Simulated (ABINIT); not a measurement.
# A GW chain in ABINIT: GaN (F-43m), part 2 of 3

Aim: the G0W0 gap of GaN (F-43m) on PBE, step by step.

ABINIT 10.8.3; PBE and many-body steps on it, plane waves. Known limits of the many-body steps: not at the basis limit; no spin-orbit coupling.

So far. Step 2 (Ground state): The gap is direct, at Γ.

### 3. Bands along the symmetry lines

Level of this step: DFT, PBE, plane waves, norm-conserving pseudopotentials (ABINIT).

The cheap functional maps the bands first; the places of the edges decide which points the dearer methods must see.

Contents of run.abi:

```
acell 3*1.0 Angstrom
rprim 
  0.000000000000 2.253500607500 2.253500607500
  2.253500607500 0.000000000000 2.253500607500
  2.253500607500 2.253500607500 0.000000000000
ntypat 2
znucl 31 7
natom 2
typat 1 2
xred 
  0.000000000000 0.000000000000 0.000000000000
  0.750000000000 0.750000000000 0.750000000000
pp_dirpath "pseudos"
pseudos "Ga.upf, N.upf"
ecut 45
iscf -2
irdden 1
kptopt 0
nkpt 50
kpt 
  0.00000000 0.00000000 0.00000000
  -0.06250000 -0.06250000 0.00000000
  -0.12500000 -0.12500000 0.00000000
  -0.18750000 -0.18750000 0.00000000
  -0.25000000 -0.25000000 0.00000000
  -0.31250000 -0.31250000 0.00000000
  -0.37500000 -0.37500000 0.00000000
  -0.43750000 -0.43750000 0.00000000
  -0.50000000 -0.50000000 0.00000000
  -0.48437500 -0.48437500 0.03125000
  -0.46875000 -0.46875000 0.06250000
  -0.45312500 -0.45312500 0.09375000
  -0.43750000 -0.43750000 0.12500000
  -0.42187500 -0.42187500 0.15625000
  -0.40625000 -0.40625000 0.18750000
  -0.39062500 -0.39062500 0.21875000
  -0.37500000 -0.37500000 0.25000000
  -0.37500000 0.00000000 0.37500000
  -0.32812500 0.00000000 0.32812500
  -0.28125000 0.00000000 0.28125000
  -0.23437500 0.00000000 0.23437500
  -0.18750000 0.00000000 0.18750000
  -0.14062500 0.00000000 0.14062500
  -0.09375000 0.00000000 0.09375000
  -0.04687500 0.00000000 0.04687500
  0.00000000 0.00000000 0.00000000
  0.00000000 0.00000000 0.06250000
  0.00000000 0.00000000 0.12500000
  0.00000000 0.00000000 0.18750000
  0.00000000 0.00000000 0.25000000
  0.00000000 0.00000000 0.31250000
  0.00000000 0.00000000 0.37500000
  0.00000000 0.00000000 0.43750000
  0.00000000 0.00000000 0.50000000
  -0.06250000 -0.03125000 0.46875000
  -0.12500000 -0.06250000 0.43750000
  -0.18750000 -0.09375000 0.40625000
  -0.25000000 -0.12500000 0.37500000
  -0.31250000 -0.15625000 0.34375000
  -0.37500000 -0.18750000 0.31250000
  -0.43750000 -0.21875000 0.28125000
  -0.50000000 -0.25000000 0.25000000
  -0.50000000 -0.28125000 0.21875000
  -0.50000000 -0.31250000 0.18750000
  -0.50000000 -0.34375000 0.15625000
  -0.50000000 -0.37500000 0.12500000
  -0.50000000 -0.40625000 0.09375000
  -0.50000000 -0.43750000 0.06250000
  -0.50000000 -0.46875000 0.03125000
  -0.50000000 -0.50000000 0.00000000
istwfk *1
nband 23
nbdbuf 5
tolwfr 1e-07
nstep 50
prtwf 0
prtvol 0
indata_prefix "in"
outdata_prefix "out"
tmpdata_prefix "tmp"
```

On the command line:

```bash
OMP_NUM_THREADS=1 mpirun -n 4 abinit run.abi > log
```

Numbers of over 12 decimals in the logs are rounded to 6 here.

The log of the run:

```text
.Version 10.8.3 of ABINIT. v10.8.2 released Aug 2026.

 Symmetries : space group F-4 3 m (#216); Bravais cF (face-center cubic)
[... echo of the input left out ...]
== DATASET  1 ==================================================================
-   mpi_nproc: 4, omp_nthreads: 1 (-1 if OMP is not activated)

--- !DatasetInfo
iteration_state: {dtset: 1, }
dimensions: {natom: 2, nkpt: 50, mband: 23, nsppol: 1, nspinor: 1, nspden: 1, mpw: 2252, }
cutoff_energies: {ecut:  45.0, pawecutdg:  -1.0, }
electrons: {nelect:   2.60000000E+01, charge:   0.00000000E+00, occopt:   1.00000000E+00, tsmear:   1.00000000E-02, }

 Real(R)+Recip(G) space primitive vectors, cartesian coordinates (Bohr,Bohr^-1):
 R(1)=  0.0000000  4.2584990  4.2584990  G(1)= -0.1174123  0.1174123  0.1174123
 R(2)=  4.2584990  0.0000000  4.2584990  G(2)=  0.1174123 -0.1174123  0.1174123
 R(3)=  4.2584990  4.2584990  0.0000000  G(3)=  0.1174123  0.1174123 -0.1174123
 Unit cell volume ucvol=  1.5445417E+02 bohr^3
 Angles (23,13,12)=  6.00000000E+01  6.00000000E+01  6.00000000E+01 degrees

 getcut: wavevector=  0.0000  0.0000  0.0000  ngfft=  40  40  40
         ecut(hartree)=     45.000   => boxcut(ratio)=   2.19947

--- Pseudopotential description ------------------------------------------------
- Ga Generated using ONCVPSP code by D. R. Hamann
- 31.00000  21.00000  171031                  znucl, zion, pspdat
12 -101130 2 -1 1902                          pspcod,pspxc,lmax,lloc,mmax
     nproj     2     2     2
  pspatm : epsatm=   21.85474337
         --- l  ekb(1:nproj) -->
             0    4.962806   -1.220223
             1   -5.679278   -1.350476
             2  -10.596651   -3.839775
 pspatm: atomic psp has been read  and splines computed

- N Generated using ONCVPSP code by D. R. Hamann
-  7.00000   5.00000  171031                  znucl, zion, pspdat
12 -101130 1 -1 1058                          pspcod,pspxc,lmax,lloc,mmax
     nproj     2     2     0
  pspatm : epsatm=    5.20977870
         --- l  ekb(1:nproj) -->
[...]
pspatm: atomic psp has been read  and splines computed

--------------------------------------------------------------------------------

================================================================================
 prteigrs : about to open file out_EIG
 Non-SCF case, kpt    1 (  0.00000  0.00000  0.00000), residuals and eigenvalues=
  1.33E-08  2.91E-08  4.87E-08  7.42E-08  1.14E-08  1.54E-08  3.04E-08  5.57E-08
  8.32E-08  6.50E-08  2.65E-08  2.76E-08  6.73E-08  1.62E-08  1.51E-08  1.64E-08
  5.61E-08  6.32E-08  7.42E-08  9.89E-08  1.03E-06  2.41E-07  2.17E-05
 -4.9767E+00 -3.1639E+00 -3.1639E+00 -3.1639E+00 -3.3240E-01 -2.4568E-01
 -2.4568E-01 -2.4568E-01 -2.3446E-01 -2.3446E-01  2.5220E-01  2.5220E-01
  2.5220E-01  3.1643E-01  6.3289E-01  6.3289E-01  6.3289E-01  8.9971E-01
  9.4408E-01  9.4408E-01  9.4408E-01  9.8019E-01  9.8019E-01
[...]
9.7538E-01  9.8369E-01  9.8369E-01  9.9406E-01  1.0507E+00
[...]
Non-SCF case, kpt   49 ( -0.50000 -0.46875  0.03125), residuals and eigenvalues=
[...]
1.0535E+00  1.1636E+00  1.1751E+00  1.1982E+00  1.2911E+00
 Non-SCF case, kpt   50 ( -0.50000 -0.50000  0.00000), residuals and eigenvalues=
[...]
-2.3489E-01 -2.3489E-01 -2.3158E-01 -1.7018E-01  2.7425E-02  1.5326E-01
  1.5326E-01  3.7646E-01  4.9813E-01  6.8249E-01  7.6536E-01  7.6536E-01
  1.0510E+00  1.1642E+00  1.1953E+00  1.1953E+00  1.2727E+00

--- !ResultsGS
iteration_state: {dtset: 1, }
comment   : Summary of ground state results
lattice_vectors:
- [  0.0000000,   4.2584990,   4.2584990, ]
- [  4.2584990,   0.0000000,   4.2584990, ]
- [  4.2584990,   4.2584990,   0.0000000, ]
lattice_lengths: [   6.02243,    6.02243,    6.02243, ]
lattice_angles: [ 60.000,  60.000,  60.000, ] # degrees, (23, 13, 12)
lattice_volume:   1.5445417E+02
convergence: {deltae:  0.000E+00, res2:  0.000E+00, residm:  9.956E-08, diffor:  0.000E+00, }
etotal    :  -2.58718230E+02
entropy   :   0.00000000E+00
fermie    :   2.52201327E-01
cartesian_stress_tensor: null
pressure_GPa: null
xred      :
- [  0.0000E+00,   0.0000E+00,   0.0000E+00, Ga]
- [  7.5000E-01,   7.5000E-01,   7.5000E-01,  N]
cartesian_forces: null
force_length_stats: {min: null, max: null, mean: null, }

 Integrated electronic density in atomic spheres:
 ------------------------------------------------
 Atom  Sphere_radius  Integrated_density
[...]
================================================================================

 ----iterations are completed or convergence reached----

 Mean square residual over all n,k,spin=   40.592E-09; max=  99.556E-09
 reduced coordinates (array xred) for    2 atoms
       0.000000000000      0.000000000000      0.000000000000
       0.750000000000      0.750000000000      0.750000000000

 cartesian coordinates (angstrom) at end:
    1      0.000000     0.000000     0.000000
    2      3.380251     3.380251     3.380251
 length scales=  1.889726125908  1.889726125908  1.889726125908 bohr
              =  1.000000000000  1.000000000000  1.000000000000 angstroms
 prteigrs : about to open file out_EIG
 Eigenvalues (hartree) for nkpt=  50  k points:
 kpt#   1, nband= 23, wtk=  1.00000, kpt=  0.0000  0.0000  0.0000 (reduced coord)
[...]
kpt#   2, nband= 23, wtk=  1.00000, kpt= -0.0625 -0.0625  0.0000 (reduced coord)
[...]
kpt#   3, nband= 23, wtk=  1.00000, kpt= -0.1250 -0.1250  0.0000 (reduced coord)
[...]
kpt#  49, nband= 23, wtk=  1.00000, kpt= -0.5000 -0.4687  0.0313 (reduced coord)
[...]
0.76058    0.76644    1.05352    1.16365    1.17513    1.19824    1.29110
 kpt#  50, nband= 23, wtk=  1.00000, kpt= -0.5000 -0.5000  0.0000 (reduced coord)
  -4.97665   -3.16398   -3.16387   -3.16387   -0.29517   -0.24278   -0.23489   -0.23489
  -0.23158   -0.17018    0.02742    0.15326    0.15326    0.37646    0.49813    0.68249
   0.76536    0.76536    1.05095    1.16418    1.19527    1.19527    1.27274

== END DATASET(S) ==============================================================
================================================================================

 -outvars: echo values of variables after computation  --------
            nband          23
             nkpt          50
          spgroup         216
 [... the other variables as echoed above ...]

 Calculation completed.
```

The job ended after 11 s (4 MPI ranks of Arm Neoverse V1, shared host; peak memory 0.28 GiB).

Numbers from this step:

* gap: 1.748 eV
* k of the valence top: 0, 0, 0
* k of the conduction bottom: 0, 0, 0
* least direct gap: 1.748 eV

The gap is 1.748 eV, as in the run before at this level.

The electronic bands at the labelled points (eV, zero at the top of the highest filled band):

```tsv
point	band 10	band 11	band 12	band 13	band 14	band 15	band 16	band 17
Γ	-13.24	0.00	0.00	0.00	1.75	10.36	10.36	10.36
halfway	-13.02	-3.42	-1.48	-1.48	4.59	7.43	11.64	12.03
X	-11.49	-6.12	-2.69	-2.69	3.38	6.69	11.71	13.96
halfway	-11.42	-6.02	-3.33	-2.55	3.97	7.14	11.58	13.60
U	-11.34	-5.85	-4.24	-2.16	5.02	7.87	11.08	12.86
jump to K	-11.34	-5.85	-4.24	-2.16	5.02	7.87	11.08	12.86
halfway	-12.86	-4.19	-2.11	-0.53	5.23	8.52	9.65	11.19
Γ	-13.24	0.00	0.00	0.00	1.75	10.36	10.36	10.36
halfway	-13.16	-3.85	-0.52	-0.52	4.08	8.81	10.81	10.81
L	-11.94	-7.02	-0.96	-0.96	4.67	8.73	10.41	10.41
halfway	-11.62	-6.40	-2.99	-1.76	6.65	7.04	10.11	11.73
W	-11.22	-5.68	-3.68	-3.62	6.24	8.39	10.30	11.14
halfway	-11.35	-5.93	-3.20	-3.17	4.60	7.49	11.47	12.28
X	-11.49	-6.12	-2.69	-2.69	3.38	6.69	11.71	13.96
```

The electronic bands as a text plot (rows in eV, shown from -8.0 to 7.7 only):

```
    7.4 |     ++       +++  ++                       + +     ++
    6.8 |       +++++++     ++                        ++       ++
    6.1 |                  +  ++                     +  ++++
    5.5 |                       +                   +       +
    4.8 |     ++         ++                    +++++         +
    4.1 |    +  +++    ++        ++         +++               +
    3.5 |  ++      ++++            ++      +                   ++
    2.8 |                                ++
    2.2 | +                          +  +
    1.5 |+                            ++
    0.9 |
    0.2 |*                         ******
   -0.5 | ***                   ******  *******
   -1.1 |    *              **** **            *******
   -1.8 |  ** ****         *       **    **         * *
   -2.4 |    *    *********     *          *         * **       *
   -3.1 |             **      ** **                   *  *   ***
   -3.7 |     **        *   **              *          ******
   -4.4 |       **       ***    *
   -5.0 |         *           **             **
   -5.7 |          **  *******                 *        *******
   -6.4 |            **                              ***       **
   -7.0 |                                       *****
   -7.7 |
         Γ           X  U|K            Γ         L        W     X
```

### 4. Empty states on the mesh, 6×6×6 mesh, 99 bands

The sums over transitions need many empty states on a uniform mesh; this step solves for them.

Contents of run.abi:

```
acell 3*1.0 Angstrom
rprim 
  0.000000000000 2.253500607500 2.253500607500
  2.253500607500 0.000000000000 2.253500607500
  2.253500607500 2.253500607500 0.000000000000
ntypat 2
znucl 31 7
natom 2
typat 1 2
xred 
  0.000000000000 0.000000000000 0.000000000000
  0.750000000000 0.750000000000 0.750000000000
pp_dirpath "pseudos"
pseudos "Ga.upf, N.upf"
ecut 45
ngkpt 6 6 6
nshiftk 1
shiftk 0 0 0
kptopt 1
chksymbreak 0
irdden 1
istwfk *1
nband 99
prtvol 0
optdriver 6
gwr_task "HDIAGO"
paral_kgb 0
occopt 1
indata_prefix "in"
outdata_prefix "out"
tmpdata_prefix "tmp"
```

The log of the run:

```text
[banner, memory and clock lines left out]
.Version 10.8.3 of ABINIT. v10.8.2 released Aug 2026.

 Symmetries : space group F-4 3 m (#216); Bravais cF (face-center cubic)
[... echo of the input left out ...]
== DATASET  1 ==================================================================
-   mpi_nproc: 4, omp_nthreads: 1 (-1 if OMP is not activated)

--- !DatasetInfo
iteration_state: {dtset: 1, }
dimensions: {natom: 2, nkpt: 16, mband: 99, nsppol: 1, nspinor: 1, nspden: 1, mpw: 2252, }
cutoff_energies: {ecut:  45.0, pawecutdg:  -1.0, }
electrons: {nelect:   2.60000000E+01, charge:   0.00000000E+00, occopt:   1.00000000E+00, tsmear:   1.00000000E-02, }

.Using double precision arithmetic; gwpc =  8

- Reading GS density from: in_DEN

--- Pseudopotential description ------------------------------------------------
- Ga Generated using ONCVPSP code by D. R. Hamann
- 31.00000  21.00000  171031                  znucl, zion, pspdat
12 -101130 2 -1 1902                          pspcod,pspxc,lmax,lloc,mmax
     nproj     2     2     2
  pspatm : epsatm=   21.85474337
         --- l  ekb(1:nproj) -->
             0    4.962806   -1.220223
             1   -5.679278   -1.350476
             2  -10.596651   -3.839775
 pspatm: atomic psp has been read  and splines computed

- N Generated using ONCVPSP code by D. R. Hamann
-  7.00000   5.00000  171031                  znucl, zion, pspdat
12 -101130 1 -1 1058                          pspcod,pspxc,lmax,lloc,mmax
     nproj     2     2     0
  pspatm : epsatm=    5.20977870
         --- l  ekb(1:nproj) -->
             0    7.494509    0.636305
             1   -4.293905   -1.006988
 pspatm: atomic psp has been read  and splines computed

   7.03677574E+02                                ecore*ucvol(ha*bohr**3)

 Total charge density [el/Bohr^3]
)     Maximum=    6.4955E+00  at reduced coord.    0.9500    0.9750    0.9750
)     Minimum=    5.4195E-03  at reduced coord.    0.5000    0.5000    0.5000
   Integrated=    2.6000E+01

 === KS gaps after direct diagonalization ===
 Direct band gap semiconductor
 Fundamental gap:     1.748 (eV)
   VBM:     6.863 (eV) at k: [ 0.0000E+00,  0.0000E+00,  0.0000E+00]
   CBM:     8.611 (eV) at k: [ 0.0000E+00,  0.0000E+00,  0.0000E+00]
 Direct gap:         1.748 (eV) at k: [ 0.0000E+00,  0.0000E+00,  0.0000E+00]

== END DATASET(S) ==============================================================

 -outvars: echo values of variables after computation  --------
           etotal      0.0000000000E+00
            nband          99
             nkpt          16
          spgroup         216
 [... the other variables as echoed above ...]

 Calculation completed.
```

The job ended after 43 s (4 MPI ranks; peak memory 1.3 GiB; 2.8 min of CPU time).

This step gave:

```
gap                                                           : 1.748 eV
k of the valence top                                          : 0, 0, 0
k of the conduction bottom                                    : 0, 0, 0
least direct gap                                              : 1.748 eV
k points computed                                             : 16
lowest point of the top converged band, above the valence top : 117.3949 eV
```

On this mesh the gap is 1.748 eV.

### 5. Screening, 6×6×6 mesh, 91 bands, screening to 179.6 eV

The RPA dielectric matrix is built and inverted for each q.

This step: RPA screening on PBE, plane waves, norm-conserving pseudopotentials.

Changes to run.abi since step 4:

```diff
@@ -20,10 +20,11 @@
 chksymbreak 0
-irdden 1
 istwfk *1
-nband 99
-prtvol 0
-optdriver 6
-gwr_task "HDIAGO"
-paral_kgb 0
 occopt 1
+irdwfk 1
+optdriver 3
+nband 91
+ecuteps 6.6
+inclvkb 2
+awtr 1
+symchi 1
 indata_prefix "in"
```

The log of the run:

```text
.Version 10.8.3 of ABINIT. v10.8.2 released Aug 2026.

 Symmetries : space group F-4 3 m (#216); Bravais cF (face-center cubic)
[... echo of the input left out ...]
== DATASET  1 ==================================================================
-   mpi_nproc: 4, omp_nthreads: 1 (-1 if OMP is not activated)

--- !DatasetInfo
iteration_state: {dtset: 1, }
dimensions: {natom: 2, nkpt: 16, mband: 91, nsppol: 1, nspinor: 1, nspden: 1, mpw: 2252, }
cutoff_energies: {ecut:  45.0, pawecutdg:  -1.0, }
electrons: {nelect:   2.60000000E+01, charge:   0.00000000E+00, occopt:   1.00000000E+00, tsmear:   1.00000000E-02, }

 SCREENING: Calculation of the susceptibility and dielectric matrices

 Based on a program developped by R.W. Godby, V. Olevano, G. Onida, and L. Reining.
 Incorporated in ABINIT by V. Olevano, G.-M. Rignanese, and M. Torrent.
.Using double precision arithmetic ; gwpc =  8

[... cell and pseudopotentials left out ...]
--------------------------------------------------------------------------------

 ==== K-mesh for the wavefunctions ====
 Number of points in the irreducible wedge :    16
[... list of points left out ...]
 Together with 24 symmetry operations and time-reversal symmetry
 yields   216 points in the full Brillouin Zone.

 ==== Q-mesh for the screening function ====
 Number of points in the irreducible wedge :    16
[... list of points left out ...]
 Together with 24 symmetry operations and time-reversal symmetry
 yields   216 points in the full Brillouin Zone.

 setmesh: FFT mesh size selected  =    25x   25x   25
          total number of points  =        15625

 vcoul_init : cutoff-mode = AUXILIARY_FUNCTION
 q-points for optical limit:   1
     1)      0.000010    0.000020    0.000030

- screening: taking advantage of time-reversal symmetry
- Maximum band index for partially occupied states nbvw = 13
- Remaining bands to be divided among processors   nbcw = 78
- Number of bands treated by each node ~19

 Number of electrons calculated from density =   26.0000; Expected =   26.0000
 average of density, n =  0.168335
 r_s =    1.1235
 omega_plasma =   39.5770 [eV]

 calculating chi0 at frequencies [eV] :
  1    0.000000E+00    0.000000E+00
  2    0.000000E+00    3.957696E+01

--------------------------------------------------------------------------------
  q-point number  1        q = ( 0.000000, 0.000000, 0.000000) [r.l.u.]
--------------------------------------------------------------------------------
[... chi0 elements left out ...]
 For q-point:  0.000010 0.000020 0.000030
  dielectric constant =   6.4101
  dielectric constant without local fields =   6.8689

  Average fulfillment of the sum rule on Im[epsilon] for q-point    1 :     48.41  [%]
[... wings left out ...]
  q-point number  2        q = ( 0.166667, 0.000000, 0.000000) [r.l.u.]
--------------------------------------------------------------------------------
[... chi0 elements left out ...]
  Average fulfillment of the sum rule on Im[epsilon] for q-point    2 :     60.76  [%]

 [... 14 further q-points ...]
```

Run time: 87 s. Hardware: 4 MPI ranks; peak memory 0.9 GiB.

This step gave:

```
ε∞ with local fields, on this mesh, along the program's q direction : 6.410
the same without local fields                                       : 6.869
plasma frequency                                                    : 39.58 eV
plane waves in the screening matrix                                 : 137
```

Local fields lower ε∞ by 7 %.

(Continued in part 3 of 3.)

[Paths, hosts, dates, memory and timing lines, banners, echoed tables and standing remarks are left out of the program output.]

[Logs are printed without paths, hosts, clocks, repeated set-up lines and the standing remarks that a program may print on its own settings, such as how far it seeks lower states.]

[Runs of the session that timed out or met a known fault of the program may be left out.]

[No measured gap is set beside runs whose start may be inverted or whose files or cutoffs have a known fault.]

[Hosts, paths, dates, database ids (printed as entryN), source tags and the programs' standing remarks are cut or masked in the printed files.]

[G0W0 gaps are taken among the corrected bands and points alone; a level outside them can change the order at an edge.]

[Where Ansatz stands beside ABINIT at settings called matched, ABINIT's density can come from a denser mesh and the files from another edition; pairs whose starting gaps differed by over 0.03 eV were left out, so agreement reads better than it is.]
